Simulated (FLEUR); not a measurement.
# E(M) of MnAu

Wanted: E(M) for MnAu, with its minima.

Main program and level: FLEUR MaX-R8.1; LDA (VWN); all-electron FLAPW, Dirac cores, scalar-relativistic bands.

This is a report of a sequence of runs, with most program output left out.

## Step 1: The starting structure

The structure is cubic, space group Pm-3m (No. 221). Conventional cell: a = 3.208 Å, b = 3.208 Å, c = 3.208 Å, α = 90.00°, β = 90.00°, γ = 90.00°. Nearest to Mn lie 8 Au at 2.78 Å. Nearest to Au lie 8 Mn at 2.78 Å. Farther neighbours are not listed.

Structure file:

```cif
data_structure
_symmetry_space_group_name_H-M 'P 1'
_symmetry_Int_Tables_number 1
_cell_length_a 3.2078
_cell_length_b 3.2078
_cell_length_c 3.2078
_cell_angle_alpha 90.000
_cell_angle_beta 90.000
_cell_angle_gamma 90.000
_cell_volume 33.01
loop_
_atom_site_label
_atom_site_type_symbol
_atom_site_fract_x
_atom_site_fract_y
_atom_site_fract_z
_atom_site_occupancy
Mn1 Mn 0.50000 0.50000 0.50000 1
Au2 Au 0.00000 0.00000 0.00000 1
```

The cell comes from a database of computed structures and need not be the stable phase.

## Step 2: The free run

The free run tells which range of moments is worth scanning.

inpgen writes inp.xml from crystal.txt; cutoffs, mixing, functional, smearing and local orbitals are then set in the file. The k list default-1 (kpts.xml, not shown) is a Γ-centred 8×8×8 mesh; where the ranks do not divide the number of points, some are split in two of half the weight.

inp.xml

```
<?xml version="1.0" encoding="UTF-8" standalone="no"?>
<fleurInput fleurInputVersion="0.39">
   <comment>
      MnAu
   </comment>
   <calculationSetup>
      <cutoffs Kmax="3.6" Gmax="12.6" GmaxXC="12.6" numbands="0"/>
      <scfLoop itmax="90" minDistance="0.00002" maxIterBroyd="15" imix="Anderson" alpha="0.05" precondParam="0.0" spinf="2.0" sdNocoIR="T"/>
      <coreElectrons ctail="T" frcor="F" kcrel="0" coretail_lmax="0"/>
      <xcFunctional name="vwn" relativisticCorrections="F"/>
      <magnetism jspins="2"/>
      <soc l_soc="F" theta="0.0" phi="0.0" spav="F"/>
      <expertModes spex="0" secvar="F"/>
      <geometryOptimization l_f="F" forcealpha="1.0" forcemix="BFGS" epsdisp="0.00001" epsforce="0.00001"/>
      <ldaU l_linMix="F" mixParam="0.05" spinf="1.0"/>
   </calculationSetup>
   <cell>
      <bzIntegration valenceElectrons="32.0" mode="hist" fermiSmearingEnergy="0.00183747">
         <kPointListSelection listName="default-1"/>
         <xi:include xmlns:xi="http://www.w3.org/2001/XInclude" href="kpts.xml"> </xi:include>
      </bzIntegration>
      <xi:include xmlns:xi="http://www.w3.org/2001/XInclude" href="sym.xml"> </xi:include>
      <bulkLattice scale="1.0">
         <bravaisMatrix>
            <row-1>    6.0617842262754751     0.0000000000000000     0.0000000000000000</row-1>
            <row-2>    0.0000000000000000     6.0617842262754751     0.0000000000000000</row-2>
            <row-3>    0.0000000000000000     0.0000000000000000     6.0617842262754751</row-3>
         </bravaisMatrix>
      </bulkLattice>
   </cell>
   <atomSpecies>
      <species name="Manganese 3.501" element="Mn" atomicNumber="25">
         <mtSphere radius="2.56" gridPoints="847" logIncrement="0.014"/>
         <atomicCutoffs lmax="10" lnonsphr="8"/>
         <electronConfig flipSpins="F">
            <coreConfig>(1s1/2) (2s1/2) (2p1/2) (2p3/2)</coreConfig>
            <valenceConfig>(3s1/2) (3p1/2) (3p3/2) (4s1/2) (3d3/2) (3d5/2)</valenceConfig>
            <stateOccupation state="(3d3/2)" spinUp="1.2505" spinDown="0.7495"/>
            <stateOccupation state="(3d5/2)" spinUp="3.0" spinDown="0.0"/>
         </electronConfig>
         <energyParameters s="4" p="4" d="3" f="4"/>
         <lo type="SCLO" l="0" n="3" eDeriv="0"/>
         <lo type="SCLO" l="1" n="3" eDeriv="0"/>
      </species>
      <species name="Gold (Au)" element="Au" atomicNumber="79">
         <mtSphere radius="2.56" gridPoints="847" logIncrement="0.016"/>
         <atomicCutoffs lmax="10" lnonsphr="8"/>
         <electronConfig flipSpins="F">
            <coreConfig>(1s1/2) (2s1/2) (2p1/2) (2p3/2) (3s1/2) (3p1/2) (3p3/2) (4s1/2) (3d3/2) (3d5/2) (4p1/2) (4p3/2) (5s1/2) (4d3/2) (4d5/2) (4f5/2) (4f7/2)</coreConfig>
            <valenceConfig>(5p1/2) (5p3/2) (6s1/2) (5d3/2) (5d5/2)</valenceConfig>
            <stateOccupation state="(6s1/2)" spinUp="0.500000" spinDown="0.500000"/>
         </electronConfig>
         <energyParameters s="6" p="6" d="5" f="5"/>
         <lo type="SCLO" l="1" n="5" eDeriv="0"/>
      </species>
   </atomSpecies>
   <atomGroups>
      <atomGroup species="Manganese 3.501">
         <relPos label="                   1">1.000/2.000 1.000/2.000 1.000/2.000</relPos>
         <force calculate="T" relaxXYZ="TTT"/>
      </atomGroup>
      <atomGroup species="Gold (Au)">
         <relPos label="                   2">.0000000000 .0000000000 .0000000000</relPos>
         <force calculate="T" relaxXYZ="TTT"/>
      </atomGroup>
   </atomGroups>
   <output dos="F" band="F" slice="F">
      <bandDOS minEnergy="-.5*Htr" maxEnergy="0.5*Htr" sigma="0.015" storeEVData="T"/>
      <plotting iplot="0" polar="F">
         <plot TwoD="T" vec1="  1.0  0.0  0.0" vec2="  0.0  1.0  0.0" vec3="  0.0  0.0  1.0" zero="  0.0  0.0  0.0" file="plot"/>
      </plotting>
      <moessbauerParams electricFieldGradient="F" isomerShift="F" coreHyperfine="F" valenceHyperfine="F"/>
   </output>
</fleurInput>
```

crystal.txt

```
MnAu
&input film=F cartesian=F /
3.20775807000  0.00000000000  0.00000000000
0.00000000000  3.20775807000  0.00000000000
0.00000000000  0.00000000000  3.20775807000
1.8897261246
1.0 1.0 1.0

2
25 0.50000000000  0.50000000000  0.50000000000 : 3.501
79 0.00000000000  0.00000000000  0.00000000000

&kpt div1=8 div2=8 div3=8 gamma=T /
```

The run is started by

```bash
OMP_NUM_THREADS=1 inpgen -f crystal.txt > inpgen.log  # inp.xml is then edited as shown
OMP_NUM_THREADS=1 mpirun -n 4 fleur_MPI > fleur.log
```

Run time: 14 s. Hardware: 4 MPI ranks of Arm Neoverse V1, shared host; peak memory 0.2 GiB.

Numbers from this step:

| Item | Value |
| --- | --- |
| free energy | -549505.9878 eV |
| program's band gap on this mesh (in a metal only a level spacing) | 0.03691 eV |
| magnetization | 3.971 μB |
| final state | ferromagnetic |
| largest moment | 3.847 μB |

After 23 cycles the largest moment stands at 3.85 μB.

## Step 3: No spin polarisation

Edit inp.xml of step 2 so:

```diff
@@ -10,3 +10,3 @@
       <xcFunctional name="vwn" relativisticCorrections="F"/>
-      <magnetism jspins="2"/>
+      <magnetism jspins="1"/>
       <soc l_soc="F" theta="0.0" phi="0.0" spav="F"/>
@@ -31,3 +31,3 @@
    <atomSpecies>
-      <species name="Manganese 3.501" element="Mn" atomicNumber="25">
+      <species name="Manganese (Mn)" element="Mn" atomicNumber="25">
          <mtSphere radius="2.56" gridPoints="847" logIncrement="0.014"/>
@@ -37,4 +37,4 @@
             <valenceConfig>(3s1/2) (3p1/2) (3p3/2) (4s1/2) (3d3/2) (3d5/2)</valenceConfig>
-            <stateOccupation state="(3d3/2)" spinUp="1.2505" spinDown="0.7495"/>
-            <stateOccupation state="(3d5/2)" spinUp="3.0" spinDown="0.0"/>
+            <stateOccupation state="(3d3/2)" spinUp="1.000000" spinDown="1.000000"/>
+            <stateOccupation state="(3d5/2)" spinUp="1.500000" spinDown="1.500000"/>
          </electronConfig>
@@ -57,3 +57,3 @@
    <atomGroups>
-      <atomGroup species="Manganese 3.501">
+      <atomGroup species="Manganese (Mn)">
          <relPos label="                   1">1.000/2.000 1.000/2.000 1.000/2.000</relPos>
```

Edit crystal.txt of step 2 so:

```diff
@@ -9,3 +9,3 @@
 2
-25 0.50000000000  0.50000000000  0.50000000000 : 3.501
+25 0.50000000000  0.50000000000  0.50000000000
 79 0.00000000000  0.00000000000  0.00000000000
```

Run time: 6.8 s. Hardware: 4 MPI ranks; peak memory 0.17 GiB.

This step gave:

| Quantity | Value |
| --- | --- |
| free energy | -549504.6992 eV |
| program's band gap on this mesh (in a metal only a level spacing) | 0.002752 eV |
| final state | non-magnetic (no spin polarisation) |

Its energy lies +1288.6 meV a cell from the free run's.

## Step 4: Moment fixed at 3.574 μB

Two Fermi energies hold the total moment; the run starts from the free run's density.

Edit inp.xml of step 3 so:

```diff
@@ -10,3 +10,3 @@
       <xcFunctional name="vwn" relativisticCorrections="F"/>
-      <magnetism jspins="1"/>
+      <magnetism jspins="2" fixed_moment="3.574"/>
       <soc l_soc="F" theta="0.0" phi="0.0" spav="F"/>
@@ -31,3 +31,3 @@
    <atomSpecies>
-      <species name="Manganese (Mn)" element="Mn" atomicNumber="25">
+      <species name="Manganese 3.501" element="Mn" atomicNumber="25">
          <mtSphere radius="2.56" gridPoints="847" logIncrement="0.014"/>
@@ -37,4 +37,4 @@
             <valenceConfig>(3s1/2) (3p1/2) (3p3/2) (4s1/2) (3d3/2) (3d5/2)</valenceConfig>
-            <stateOccupation state="(3d3/2)" spinUp="1.000000" spinDown="1.000000"/>
-            <stateOccupation state="(3d5/2)" spinUp="1.500000" spinDown="1.500000"/>
+            <stateOccupation state="(3d3/2)" spinUp="1.2505" spinDown="0.7495"/>
+            <stateOccupation state="(3d5/2)" spinUp="3.0" spinDown="0.0"/>
          </electronConfig>
@@ -57,3 +57,3 @@
    <atomGroups>
-      <atomGroup species="Manganese (Mn)">
+      <atomGroup species="Manganese 3.501">
          <relPos label="                   1">1.000/2.000 1.000/2.000 1.000/2.000</relPos>
```

The run is started by

```bash
OMP_NUM_THREADS=1 mpirun -n 4 fleur_MPI > fleur.log
```

The job ended after 9 s (4 MPI ranks; peak memory 0.2 GiB; 36 s of CPU time).

This step gave:

```yaml
magnetization: 3.574 μB
```

Its energy lies +86.7 meV a cell from the free run's.

## Step 5: Moment fixed at 4.468 μB

Edit inp.xml of step 4 so:

```diff
@@ -10,3 +10,3 @@
       <xcFunctional name="vwn" relativisticCorrections="F"/>
-      <magnetism jspins="2" fixed_moment="3.574"/>
+      <magnetism jspins="2" fixed_moment="4.468"/>
       <soc l_soc="F" theta="0.0" phi="0.0" spav="F"/>
```

It took 9 s on 4 MPI ranks; peak memory 0.2 GiB.

Read from the output:

| Property | Result |
| --- | --- |
| magnetization | 4.468 μB |

Its energy lies +85.4 meV a cell from the free run's.

## Step 6: Moment fixed at 2.681 μB

Edit inp.xml of step 5 so:

```diff
@@ -10,3 +10,3 @@
       <xcFunctional name="vwn" relativisticCorrections="F"/>
-      <magnetism jspins="2" fixed_moment="4.468"/>
+      <magnetism jspins="2" fixed_moment="2.681"/>
       <soc l_soc="F" theta="0.0" phi="0.0" spav="F"/>
```

The job ended after 12 s (4 MPI ranks; peak memory 0.2 GiB; 50 s of CPU time).

This step gave:

```
magnetization : 2.681 μB
```

Its energy lies +541.8 meV a cell from the free run's.

## Step 7: A faulty input

An input with a fault is tried, to see how the program answers.

Edit inp.xml of step 2 so:

```diff
@@ -7,3 +7,3 @@
       <cutoffs Kmax="3.6" Gmax="12.6" GmaxXC="12.6" numbands="0"/>
-      <scfLoop itmax="90" minDistance="0.00002" maxIterBroyd="15" imix="Anderson" alpha="0.05" precondParam="0.0" spinf="2.0" sdNocoIR="T"/>
+      <scfLoop itmax="75" minDistance="0.00002" maxIterBroyd="15" imix="straight" alpha="0.9" precondParam="0.0" spinf="2.0" sdNocoIR="T"/>
       <coreElectrons ctail="T" frcor="F" kcrel="0" coretail_lmax="0"/>
```

crystal.txt is that of step 2.

The run is started by

```bash
OMP_NUM_THREADS=1 inpgen -f crystal.txt > inpgen.log  # inp.xml is then edited as shown
OMP_NUM_THREADS=1 mpirun -n 4 fleur_MPI > fleur.log
```

The job ended after 5.3 s (4 MPI ranks; peak memory 0.16 GiB).

The run ended with an error.

The program's message: “differ 2: problems with solving dirac equation”

The fault in the input: linear mixing far too strong.

Taking so much of each new density makes the cycles overshoot; a small alpha with Anderson mixing is the cure.

## Step 8: All moments

The other moments were run in the same way.

The energy over the lowest by total spin moment:

| total spin moment (μB a cell) | energy over the lowest (meV a cell) |
| --- | --- |
| 0.00 | 1289 |
| 0.89 | 1216 |
| 1.79 | 972 |
| 2.68 | 542 |
| 3.57 | 86.7 |
| 3.97 | 0 |
| 4.47 | 85.4 |
| 5.36 | 863 |

Table of moment, largest sphere moment by total spin moment:

| total spin moment (μB a cell) | moment, largest sphere moment (μB) |
| --- | --- |
| 0.00 | 0 |
| 0.89 | 0.969 |
| 1.79 | 1.91 |
| 2.68 | 2.80 |
| 3.57 | 3.57 |
| 3.97 | 3.85 |
| 4.47 | 4.14 |
| 5.36 | 4.54 |

## Step 9: Summary of results

```json
{
  "moment of the free run": "3.97 μB a cell",
  "moment of the lowest point": "3.97 μB a cell",
  "energy of the spinless run": "1289 meV a cell over the lowest"
}
```

**Reading.** The lowest point lies 1289 meV a cell under the spinless run, in free energy at a smearing of 0.05 eV. The point at zero is the spinless run. Opposed orders, which also have no total moment, were not run.

[Logs and program files are shortened in this print: banners, set-up blocks, solver, clock and traceback lines can be left out without a mark of their own.]

[Logs are printed without paths, hosts, clocks, repeated set-up lines and the standing remarks that a program may print on its own settings, such as how far it seeks lower states.]

[Hosts, paths, dates, database ids (printed as entryN), source tags and the programs' standing remarks are cut or masked in the printed files.]

[Where a cell is said to come from a database of computed structures, the database is the Materials Project.]
